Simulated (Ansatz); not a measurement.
# Si on Ni(111): change of the work function

Aim: the work function of Ni(111) at several coverages of Si (fcc site), and the dipole that each adsorbate carries.

Main program and level: Ansatz 0.2.0; plane-wave DFT, PBE, Ansatz PAW.

### Step 1. Set-up

The cell holds 4 atoms: 4 Ni. Cell: a = 2.489 Å, b = 2.489 Å, c = 24.097 Å, α = 90.0°, β = 90.0°, γ = 60.0°. Vacuum lies along c.

### Step 2. The clean slab

The bare slab comes first, as the zero from which every change is counted. The two lowest layers are held at bulk places and the upper ones relax. The dipole correction removes the false field that a one-sided slab makes across the periodic vacuum, so each face gets a flat vacuum level of its own.

Input file input.yaml:

```yaml
crystal:
  lattice:
    - [2.4890158698, 0.0, 0.0]
    - [1.2445079349, 2.1555509736, 0.0]
    - [0.0, 0.0, 24.0968188426]
  atoms:
    - { symbol: Ni, position: [0.0, 0.0, 0.3734932839], spin: 0.7 }
    - { symbol: Ni, position: [0.3333333333, 0.3333333333, 0.4578310946], spin: 0.7 }
    - { symbol: Ni, position: [0.6666666667, 0.6666666667, 0.5421689054], spin: 0.7 }
    - { symbol: Ni, position: [0.0, 0.0, 0.6265067161], spin: 0.7 }
magnetization:
  spin_polarized: true
kpoints:
  mp_grid: { grid: [12, 12, 1] }
hamiltonian:
  xc: pbe
scf:
  occupations: { method: fermi_dirac, width: 0.1 }
  convergence: { dr2_threshold: 1.0e-08 }
efield:
  axis: 3
  dipole_correction: true
  ramp_position: 0.97
  ramp_width: 0.06
relax:
  f_tol: 0.02
  max_steps: 60
  constraints: [{ sites: [0, 1] }]
output:
  write_potential: true
  write_density: true
  volumetric_format: npy
```

On the command line:

```bash
ansatz run input.yaml --threads 4 --pin off --max-ram 16384MiB --backend cpu --events-out ev --progress --plain --runs-dir out
```

Output:

```text
Engine: ansatz 0.2.0, aarch64-unknown-linux-gnu
Pseudopotentials: kind: paw
Pseudopotential: Ni, paw, valence charge 18, recommended cutoff 420 eV (normal), Ni.paw.azcp
Functional definition: PBE
  parameter kappa = 0.804
  parameter beta = 0.066725
  exchange = pbe_x(kappa = kappa, mu = beta*pi^2/3)
  correlation = pbe_c(beta = beta)
Crystal: 4 atoms, lattice volume = 129.284 Å³
Basis set: ecut = 420 eV, 2439 PW (Γ), exchange–correlation on 36×36×324 points (8 copies of the dense FFT grid, shifted against one another)
Bands: 45, of which v1, the nominal top of the filled ones, is band 36 counted from 1 (35 counted from 0)
Symmetry: 6 space group operations
k-points: 19 of 144 (time reversal used)
Non-local potential: Ni, projectors of the file, l = 0: 3, l = 1: 2, l = 2: 3, l = 3: 1
PAW form: soft (Blöchl's): semilocal exchange-correlation on the pseudo side does not see the compensation charge
PAW one-centre angular grid: Ni, 590 points (default); XC on 64 Gauss nodes
Initial density: superposition of atomic densities (neutral atoms: chi_scale 0, normalization atom)
Starting moments: Σ|m| = 2.8 μB on 4 of 4 sites
Initial wavefunctions: pseudopotential atomic-orbital guess
Functional: x = pbe(κ = 0.804, μ = 0.219515), c = pbe(β = 0.066725)
SCF iter   1: F=—  HF=-23353.905145 eV  |F-HF|=—  |Δ(HF+E_count)|=         —  Δρ=2.86e-2 (↑1.12e-2 ↓2.86e-2)  dr2=2.62e0  dr2_m=2.76e-1  M=2.997 μB ∫|m|=3.146 μB  β_m=1.00  ethr=3.10e-3  p=0.000 e·Å  D=3.58e-13 V/Å  ΔV_dip=-0.00 eV  dr2_dipole=4.80e-7  V_vac-E_F(+/−)=7.25/7.25 eV  ⟨swp⟩=10.9  Hψ=8806  notcnv=0  defer=16
Mixer restart at iter 1: flushing history
efield: sawtooth ramp at fractional position 0.9700 (set: `efield.ramp_position`, or a place that a band, a saddle search or an elastic batch's reference lends), width 0.0600; the density the first Hamiltonian is built on has a dipole p = 0.000 e·Å; the dipole correction subtracts the counter field D = 3.58e-13 V/Å, which shifts the + side's vacuum level by -0.00 eV against the − side's; the planar-averaged density in the ramp window peaks in size at 7.6e-6 e/Å³
preconditioner: auto → LDOS  [metal: Δε(μ)=0.005 eV  Ē_g=7.174 eV  σ=0.100 eV  W_gap=0.01  n_scr=18 (ndim 8)  ℏωp=20.7 eV  f_vac=0.604  D(μ)=7.90/eV (n_scr^D=102)]
spin=Collinear: LDOS preconditioning applied to the charge; magnetization (m = ρ↑ − ρ↓) channel mixes plain (no charge-response kernel on spin).
SCF iter   2: F=—  HF=-23354.537091 eV  |F-HF|=—  |Δ(HF+E_count)|=   6.32e-1  Δρ=1.21e-2 (↑1.21e-2 ↓9.37e-3)  dr2=4.70e-1  dr2_m=6.08e-3  M=2.950 μB ∫|m|=3.239 μB  β_m=0.32  ethr=3.10e-3  p=-0.000 e·Å  D=-1.18e-5 V/Å  ΔV_dip=0.00 eV  dr2_dipole=1.68e-7  V_vac-E_F(+/−)=6.45/6.45 eV  ⟨swp⟩=2.3  Hψ=2954  notcnv=0  defer=39
density mixer auto → msr1: a metal under ldos (density of states about μ 3.85 of a free-electron gas's, 18 screened modes)
SCF iter   3: F=—  HF=-23355.900691 eV  |F-HF|=—  |Δ(HF+E_count)|=    1.36e0  Δρ=6.31e-3 (↑6.31e-3 ↓4.98e-3)  dr2=1.22e-1  dr2_m=5.55e-3  M=2.942 μB ∫|m|=3.263 μB  β_m=0.52  ethr=6.53e-4  p=-0.000 e·Å  D=-2.13e-7 V/Å  ΔV_dip=0.00 eV  dr2_dipole=6.03e-9  V_vac-E_F(+/−)=6.01/6.01 eV  ⟨swp⟩=3.0  Hψ=2841  notcnv=0  defer=40
SCF iter   4: F=—  HF=-23357.393574 eV  |F-HF|=—  |Δ(HF+E_count)|=         —  Δρ=6.98e-3 (↑4.12e-3 ↓6.98e-3)  dr2=1.03e-1  dr2_m=3.75e-3  M=2.826 μB ∫|m|=3.215 μB  β_m=0.52  ethr=1.70e-4  p=-0.000 e·Å  D=-2.46e-6 V/Å  ΔV_dip=0.00 eV  dr2_dipole=3.15e-9  V_vac-E_F(+/−)=5.44/5.44 eV  ⟨swp⟩=3.7  Hψ=3872  notcnv=0  defer=38
SCF iter   5: F=—  HF=-23357.642354 eV  |F-HF|=—  |Δ(HF+E_count)|=   2.49e-1  Δρ=4.88e-3 (↑1.50e-3 ↓4.88e-3)  dr2=3.19e-2  dr2_m=5.57e-3  M=2.736 μB ∫|m|=3.135 μB  β_m=0.76  ethr=1.43e-4  p=0.000 e·Å  D=1.02e-6 V/Å  ΔV_dip=-0.00 eV  dr2_dipole=4.32e-9  V_vac-E_F(+/−)=5.26/5.26 eV  ⟨swp⟩=2.4  Hψ=2763  notcnv=0  defer=40
SCF iter   6: F=—  HF=-23357.693928 eV  |F-HF|=—  |Δ(HF+E_count)|=   5.16e-2  Δρ=2.88e-3 (↑1.47e-3 ↓2.88e-3)  dr2=1.26e-2  dr2_m=1.52e-3  M=2.669 μB ∫|m|=3.070 μB  β_m=0.86  ethr=4.44e-5  p=-0.000 e·Å  D=-5.89e-6 V/Å  ΔV_dip=0.00 eV  dr2_dipole=2.14e-8  V_vac-E_F(+/−)=5.15/5.15 eV  ⟨swp⟩=2.2  Hψ=2708  notcnv=0  defer=40
SCF iter   7: F=—  HF=-23357.694448 eV  |F-HF|=—  |Δ(HF+E_count)|=   5.20e-4  Δρ=2.31e-3 (↑1.35e-3 ↓2.31e-3)  dr2=9.68e-3  dr2_m=5.46e-4  M=2.662 μB ∫|m|=3.065 μB  β_m=0.72  ethr=1.75e-5  p=0.000 e·Å  D=1.37e-5 V/Å  ΔV_dip=-0.00 eV  dr2_dipole=5.06e-8  V_vac-E_F(+/−)=5.06/5.06 eV  ⟨swp⟩=2.7  Hψ=3609  notcnv=0  defer=46
SCF iter   8: F=—  HF=-23357.693229 eV  |F-HF|=—  |Δ(HF+E_count)|=   1.22e-3  Δρ=4.06e-4 (↑1.85e-4 ↓4.06e-4)  dr2=3.64e-4  dr2_m=1.71e-5  M=2.660 μB ∫|m|=3.064 μB  β_m=0.68  ethr=1.34e-5  p=-0.000 e·Å  D=-3.62e-6 V/Å  ΔV_dip=0.00 eV  dr2_dipole=1.02e-8  V_vac-E_F(+/−)=5.09/5.09 eV  ⟨swp⟩=2.0  Hψ=2577  notcnv=0  defer=48
SCF iter   9: F=—  HF=-23357.693190 eV  |F-HF|=—  |Δ(HF+E_count)|=   3.90e-5  Δρ=1.79e-4 (↑7.00e-5 ↓1.79e-4)  dr2=3.02e-5  dr2_m=1.70e-5  M=2.661 μB ∫|m|=3.067 μB  β_m=0.69  ethr=5.05e-7  p=0.000 e·Å  D=3.89e-6 V/Å  ΔV_dip=-0.00 eV  dr2_dipole=1.53e-8  V_vac-E_F(+/−)=5.09/5.09 eV  ⟨swp⟩=3.2  Hψ=3585  notcnv=0  defer=48
SCF iter  10: F=—  HF=-23357.693186 eV  |F-HF|=—  |Δ(HF+E_count)|=   3.73e-6  Δρ=5.06e-5 (↑4.29e-5 ↓5.06e-5)  dr2=1.84e-6  dr2_m=2.32e-6  M=2.661 μB ∫|m|=3.067 μB  β_m=0.80  ethr=4.19e-8  p=-0.000 e·Å  D=-3.67e-6 V/Å  ΔV_dip=0.00 eV  dr2_dipole=5.53e-9  V_vac-E_F(+/−)=5.08/5.08 eV  ⟨swp⟩=2.1  Hψ=2621  notcnv=0  defer=48
SCF iter  11: F=—  HF=-23357.693187 eV  |F-HF|=—  |Δ(HF+E_count)|=   9.70e-7  Δρ=2.05e-5 (↑1.28e-5 ↓2.05e-5)  dr2=6.07e-7  dr2_m=1.91e-7  M=2.661 μB ∫|m|=3.067 μB  β_m=0.87  ethr=2.55e-9  p=0.000 e·Å  D=7.88e-6 V/Å  ΔV_dip=-0.00 eV  dr2_dipole=2.87e-8  V_vac-E_F(+/−)=5.08/5.08 eV  ⟨swp⟩=2.1  Hψ=2535  notcnv=0  defer=48
SCF iter  12: F=—  HF=-23357.693187 eV  |F-HF|=—  |Δ(HF+E_count)|=   2.51e-7  Δρ=1.80e-5 (↑1.51e-5 ↓1.80e-5)  dr2=9.33e-7  dr2_m=1.72e-8  M=2.661 μB ∫|m|=3.067 μB  β_m=0.65  ethr=8.43e-10  p=-0.000 e·Å  D=-1.24e-5 V/Å  ΔV_dip=0.00 eV  dr2_dipole=7.47e-8  V_vac-E_F(+/−)=5.08/5.08 eV  ⟨swp⟩=2.5  Hψ=3401  notcnv=0  defer=48
SCF iter  13: F=—  HF=-23357.693187 eV  |F-HF|=—  |Δ(HF+E_count)|=   2.13e-7  Δρ=3.08e-6 (↑2.15e-6 ↓3.08e-6)  dr2=3.91e-8  dr2_m=2.54e-9  M=2.661 μB ∫|m|=3.067 μB  β_m=0.82  ethr=8.43e-10  p=-0.000 e·Å  D=-2.09e-6 V/Å  ΔV_dip=0.00 eV  dr2_dipole=9.96e-9  V_vac-E_F(+/−)=5.08/5.08 eV  ⟨swp⟩=2.1  Hψ=2507  notcnv=0  defer=48
[...]
density mixer auto → msr1: a metal under ldos (density of states about μ 3.54 of a free-electron gas's, 18 screened modes)
SCF iter   3: F=—  HF=-23357.695252 eV  |F-HF|=—  |Δ(HF+E_count)|=   3.47e-6  Δρ=3.61e-4 (↑3.61e-4 ↓2.26e-4)  dr2=1.98e-4  dr2_m=3.76e-5  M=2.664 μB ∫|m|=3.069 μB  β_m=0.44  ethr=1.15e-6  p=0.001 e·Å  D=1.05e-3 V/Å  ΔV_dip=-0.03 eV  dr2_dipole=3.96e-5  V_vac-E_F(+/−)=5.05/5.08 eV  ⟨swp⟩=1.8  Hψ=2163  notcnv=0  defer=48
SCF iter   4: F=—  HF=-23357.695307 eV  |F-HF|=—  |Δ(HF+E_count)|=   5.46e-5  Δρ=1.71e-4 (↑1.71e-4 ↓1.57e-4)  dr2=3.30e-5  dr2_m=2.06e-5  M=2.663 μB ∫|m|=3.067 μB  β_m=0.46  ethr=2.74e-7  p=0.001 e·Å  D=8.26e-4 V/Å  ΔV_dip=-0.02 eV  dr2_dipole=2.43e-8  V_vac-E_F(+/−)=5.06/5.08 eV  ⟨swp⟩=1.5  Hψ=1921  notcnv=0  defer=48
SCF iter   5: F=—  HF=-23357.695322 eV  |F-HF|=—  |Δ(HF+E_count)|=   1.50e-5  Δρ=7.39e-5 (↑5.22e-5 ↓7.39e-5)  dr2=5.11e-6  dr2_m=4.02e-6  M=2.662 μB ∫|m|=3.067 μB  β_m=0.61  ethr=4.58e-8  p=0.000 e·Å  D=6.00e-4 V/Å  ΔV_dip=-0.01 eV  dr2_dipole=8.35e-7  V_vac-E_F(+/−)=5.07/5.08 eV  ⟨swp⟩=2.1  Hψ=2952  notcnv=0  defer=48
SCF iter   6: F=—  HF=-23357.695328 eV  |F-HF|=—  |Δ(HF+E_count)|=   6.07e-6  Δρ=4.54e-5 (↑4.33e-5 ↓4.54e-5)  dr2=5.56e-6  dr2_m=7.72e-7  M=2.661 μB ∫|m|=3.066 μB  β_m=0.57  ethr=7.10e-9  p=0.000 e·Å  D=4.49e-4 V/Å  ΔV_dip=-0.01 eV  dr2_dipole=1.56e-7  V_vac-E_F(+/−)=5.07/5.08 eV  ⟨swp⟩=3.1  Hψ=3518  notcnv=0  defer=48
SCF iter   7: F=—  HF=-23357.695328 eV  |F-HF|=—  |Δ(HF+E_count)|=   4.70e-7  Δρ=2.52e-5 (↑2.52e-5 ↓1.49e-5)  dr2=2.59e-6  dr2_m=2.45e-7  M=2.661 μB ∫|m|=3.065 μB  β_m=0.52  ethr=7.10e-9  p=0.000 e·Å  D=3.65e-4 V/Å  ΔV_dip=-0.01 eV  dr2_dipole=9.20e-7  V_vac-E_F(+/−)=5.07/5.08 eV  ⟨swp⟩=2.1  Hψ=2796  notcnv=0  defer=48
SCF iter   8: F=—  HF=-23357.695328 eV  |F-HF|=—  |Δ(HF+E_count)|=   1.08e-7  Δρ=1.02e-5 (↑9.82e-6 ↓1.02e-5)  dr2=4.18e-8  dr2_m=1.01e-7  M=2.661 μB ∫|m|=3.065 μB  β_m=0.69  ethr=3.59e-9  p=0.000 e·Å  D=3.80e-4 V/Å  ΔV_dip=-0.01 eV  dr2_dipole=2.27e-9  V_vac-E_F(+/−)=5.07/5.08 eV  ⟨swp⟩=2.4  Hψ=2355  notcnv=0  defer=48
SCF iter   9: F=—  HF=-23357.695329 eV  |F-HF|=—  |Δ(HF+E_count)|=   1.88e-7  Δρ=4.90e-6 (↑4.07e-6 ↓4.90e-6)  dr2=1.37e-7  dr2_m=1.16e-8  M=2.660 μB ∫|m|=3.065 μB  β_m=0.62  ethr=5.81e-11  p=0.000 e·Å  D=3.76e-4 V/Å  ΔV_dip=-0.01 eV  dr2_dipole=2.33e-9  V_vac-E_F(+/−)=5.07/5.08 eV  ⟨swp⟩=3.1  Hψ=3695  notcnv=0  defer=48
SCF iter  10: F=—  HF=-23357.695329 eV  |F-HF|=—  |Δ(HF+E_count)|=   1.76e-9  Δρ=2.50e-6 (↑2.50e-6 ↓2.27e-6)  dr2=2.53e-8  dr2_m=3.14e-9  M=2.660 μB ∫|m|=3.065 μB  β_m=0.56  ethr=5.81e-11  p=0.000 e·Å  D=3.70e-4 V/Å  ΔV_dip=-0.01 eV  dr2_dipole=7.75e-9  V_vac-E_F(+/−)=5.07/5.08 eV  ⟨swp⟩=2.3  Hψ=3262  notcnv=0  defer=48
SCF iter  11: F=—  HF=-23357.695329 eV  |F-HF|=—  |Δ(HF+E_count)|=   3.96e-9  Δρ=1.37e-6 (↑1.37e-6 ↓1.25e-6)  dr2=3.07e-9  dr2_m=1.07e-9  M=2.660 μB ∫|m|=3.065 μB  β_m=0.56  ethr=3.52e-11  p=0.000 e·Å  D=3.74e-4 V/Å  ΔV_dip=-0.01 eV  dr2_dipole=4.12e-10  V_vac-E_F(+/−)=5.07/5.08 eV  ⟨swp⟩=2.0  Hψ=2494  notcnv=0  defer=48
SCF iter  12: F=—  HF=-23357.695329 eV  |F-HF|=—  |Δ(HF+E_count)|=  3.27e-11  Δρ=9.58e-7 (↑9.58e-7 ↓4.74e-7)  dr2=1.33e-9  dr2_m=5.63e-10  M=2.660 μB ∫|m|=3.065 μB  β_m=0.78  ethr=4.27e-12  p=0.000 e·Å  D=3.75e-4 V/Å  ΔV_dip=-0.01 eV  dr2_dipole=6.93e-11  V_vac-E_F(+/−)=5.07/5.08 eV  ⟨swp⟩=2.1  Hψ=2475  notcnv=0  defer=48
SCF iter  13: F=—  HF=-23357.695329 eV  |F-HF|=—  |Δ(HF+E_count)|=   1.54e-9  Δρ=2.68e-6 (↑4.01e-7 ↓2.68e-6)  dr2=1.69e-8  dr2_m=1.71e-9  M=2.660 μB ∫|m|=3.065 μB  β_m=0.89  ethr=1.84e-12  p=0.000 e·Å  D=3.77e-4 V/Å  ΔV_dip=-0.01 eV  dr2_dipole=1.12e-11  V_vac-E_F(+/−)=5.07/5.08 eV  ⟨swp⟩=2.0  Hψ=2430  notcnv=0  defer=48
SCF iter  14: F=-23357.695329 eV  HF=-23357.695329 eV  |F-HF|=3.15e-9  |Δ(HF+E_count)|=  7.89e-10  Δρ=9.53e-7 (↑4.16e-7 ↓9.53e-7)  dr2=3.21e-9  dr2_m=1.09e-10  M=2.660 μB ∫|m|=3.065 μB  ethr=1.84e-12  p=0.000 e·Å  D=3.78e-4 V/Å  ΔV_dip=-0.01 eV  dr2_dipole=6.19e-10  V_vac-E_F(+/−)=5.07/5.08 eV  ⟨swp⟩=6.3  Hψ=10600  notcnv=0
SCF 3 converged in 14 iterations: F = -23357.695329 eV  dr2 = 3.21e-9
relax step   3: F+E_penalty+E_count = -23357.69532856 eV  Δ(F+E_penalty+E_count) = -7.170e-4 eV  max|allowed force component| = 2.492e-3 eV/Å  Δτ_max = 0.0193 Å  (14 SCF iters, accepted)
NSCF: frozen V_eff on 19 k-points
the band table was solved once a step of the walk had ended and its energy, with any forces and stress, was formed, with the checks that follow a solve (9208 applications of the Hamiltonian). They found nothing against the state; the energy, forces and stress were not computed again (output.eigenvalues in the input reference)
WARN: The output density's exchange-correlation potential varies sharply where the density is thin. Do not read a vacuum level from v_tot or v_xc, or from such a field of the output density. On a cell that repeats whose density bears no net charge and no dipole along the vacuum's axis use v_es (v_loc + v_h of the components); under efield.dipole_correction with no amplitude use v_es + v_field, which holds any externa [...]
SCF converged after 14 iterations
Magnetization: 2.6604 μB (37.3302 up, 34.6698 down)
Absolute magnetization: 3.0681 μB (∫|ρ↑−ρ↓|, with the PAW one-centre terms)
Spin contamination: 0.0397 ħ² per cell (⟨S²⟩ above its minimum at these occupations)
Per-site moments (μB) at R_I (Å): [(0.697093, 1.026719), (0.715500, 1.024444), (0.716982, 1.017614), (0.700574, 1.017614)]
Free energy (F): -23357.695329 eV
Harris-Foulkes:  -23357.695329 eV  (|F-HF|=3.15e-9)
Internal energy: -23357.459514 eV  (E = F + TS)
E sigma→0 (E₀):  -23357.577421 eV
Entropy (-TS):   -0.235815 eV (-58.954 meV/atom)
Fermi energy:    2.806611 eV
Dipole field:    D = 0.000420 V/Å  (p = 0.000300 e·Å, saw-weighted, corrected)
Work function:   Φ+ = 5.0720 eV   Φ− = 5.0821 eV
Levels:          The Fermi level and band energies are counted from a zero that moves with the ramp; work functions are not
--- Per-component energies (eV) ---
  E_band       = -2233.047890
  E_kinetic    = 1126.070206
  E_local      = -172553.846970  (includes V_loc(G=0)·N_el)
  E_nonlocal   = 2547.333296
  E_hartree    = 84594.354199
  E_xc         = -336.334423
  E_vxc        = -433.429848  (∫ρ·V_xc dr)
  E_paw        = -6522.740071  (= ΣΔE_a)
  E_vpaw       = -2107.890488  (= ΣTr[D̂ρ^β])
  E_aug_tail   = 0.002094  (compensation charges beyond the density's cutoff)
  E_efield     = 0.000000  (sawtooth field / dipole correction)
  E_vefield    = 0.000307  (∫n·V_field dr)
  E_ewald      = 67787.702154
  E_smearing   = -0.235815  (= −TS)
  E_closure    = -0.000000  (closes the sum)
  Σ components = -23357.695329   (vs F -23357.695329, Δ=0.00e0)
--- Forces (eV/Å), atoms counted from 1 ---
  atom   1  Ni    -0.00000000    -0.00000000     0.14360102
  atom   2  Ni    -0.00000000     0.00000000    -0.14452175
  atom   3  Ni     0.00000000    -0.00000000    -0.00158484
  atom   4  Ni     0.00000000     0.00000000     0.00249224
  max |Σ_I F_I| component: 1.33e-5 eV/Å
--- Band table (eV; the first three rows and the last of 38) ---
  k-point 0 ↑: bands = [... 32 lower, 1.4980, 1.6464, 1.6464, 2.0208, 2.0208, 2.1301, 2.1788, 2.1788, ... 5 higher]
  k-point 1 ↑: bands = [... 32 lower, 1.4402, 1.5080, 1.6627, 1.6938, 1.8504, 2.0182, 2.1827, 2.7997, ... 5 higher]
  k-point 2 ↑: bands = [... 32 lower, 1.2167, 1.3936, 1.5035, 1.6730, 2.0108, 2.1822, 2.1914, 3.6577, ... 5 higher]
  k-point 18 ↓: bands = [... 32 lower, 2.7441, 2.8850, 2.8850, 2.8927, 7.8453, 8.0826, 8.0958, 8.8517, ... 5 higher]
--- Relaxed structure (3 steps of the walk, 3 accepted, 0 SCFs on fresh bases) ---
  F+E_penalty+E_count = -23357.69532856 eV   max|allowed force component| = 2.492e-3 eV/Å
  atoms:
    - { symbol: Ni, position: [0.0, 0.0, 0.373493] }
    - { symbol: Ni, position: [0.333333, 0.333333, 0.4578310946] }
    - { symbol: Ni, position: [0.666667, 0.666667, 0.541888] }
    - { symbol: Ni, position: [0, 0.0, 0.625102] }
```

Elapsed: 28 s, on 4 threads of Arm Neoverse V1, shared host; peak memory 0.53 GiB.

Reading the cycles: dr2 is the Hartree energy of the density residual (eV), the measure of convergence; HF is the Harris–Foulkes estimate of the energy, which meets the free energy F at convergence.

The steps of the relaxation:

```
step  energy less that of the first step (eV)  largest force component (eV/Å)
   1                                   0.0000                          0.1468
   2                                  -0.0014                          0.0868
   3                                  -0.0021                          0.0025
```

The run keeps the 6 symmetry operations that the program found, so distortions that break them were not tested.

The atoms that moved most (Å):

| atom | dx | dy | dz | length |
| --- | --- | --- | --- | --- |
| Ni4 | 0.000 | 0.000 | -0.034 | 0.034 |
| Ni3 | 0.000 | 0.000 | -0.007 | 0.007 |

The relaxed structure:

```xyz
4
Lattice="2.4890 0.0000 0.0000 1.2445 2.1556 0.0000 0.0000 0.0000 24.0968" Properties=species:S:1:pos:R:3
Ni    0.0000    0.0000    9.0000
Ni    1.2445    0.7185   11.0323
Ni    2.4890    1.4370   13.0578
Ni    0.0000    0.0000   15.0630
```

Read from the output:

- energy at zero smearing: -23357.5774 eV
- total moment: 2.660 μB
- site moments: 0.6971, 0.7155, 0.7170, 0.7006 μB
- work function, upper face: 5.072 eV
- dipole along the normal: 3.00e-4 e·Å

Running mean over 2.032 Å of the planar mean; the ramp of the sawtooth is left out. Electron's electrostatic potential energy less the Fermi level against z:

z (Å), electron's electrostatic potential energy less the Fermi level (eV) and a bar from the least value:
```
      3.0        5.1 ##############################
      3.5        5.1 ##############################
      4.0        5.1 ##############################
      4.5        5.1 ##############################
      5.0        5.1 ##############################
      5.5        5.1 ##############################
      6.0        5.0 ##############################
      6.5        4.9 ##############################
      7.0        4.4 #############################
      7.5        2.2 #########################
      8.0       -3.2 ##############
      8.5       -8.4 ####
      9.0      -10.0 #
      9.5      -10.3 #
     10.0      -10.3 #
     10.5      -10.4 #
     11.0      -10.4 
     11.5      -10.4 
     12.0      -10.5 
     12.5      -10.5 
     13.0      -10.4 
     13.5      -10.5 
     14.0      -10.6 
     14.5      -10.5 
     15.0      -10.2 #
     15.5       -8.8 ####
     16.0       -4.0 #############
     16.5        1.7 ########################
     17.0        4.3 ############################
     17.5        4.9 ##############################
     18.0        5.0 ##############################
     18.5        5.1 ##############################
     19.0        5.1 ##############################
     19.5        5.1 ##############################
     20.0        5.1 ##############################
     20.5        5.1 ##############################
     21.0        5.1 ##############################
```

Site moment by atom:

| atom | site moment (μB) |
| --- | --- |
| Ni1 | 0.697 |
| Ni2 | 0.716 |
| Ni3 | 0.717 |
| Ni4 | 0.701 |

The relaxation took 3 steps and lowered the energy by 0.0021 eV; the largest force on the free atoms ends at 0.0025 eV/Å.

The work function of the upper face is 5.07 eV.

(Continued in part 2 of 4.)

[Long decimals in the printed logs are rounded to 6 places.]

[Logs are printed without paths, hosts, clocks, repeated set-up lines and the standing remarks that a program may print on its own settings, such as how far it seeks lower states.]

[Hosts, paths, dates, database ids (printed as entryN), source tags and the programs' standing remarks are cut or masked in the printed files.]

[Maps of the electrostatic potential energy from Ansatz leave out the sawtooth potential of an applied field or a dipole correction, so their vacuum need not be flat; planar profiles and work functions include it.]
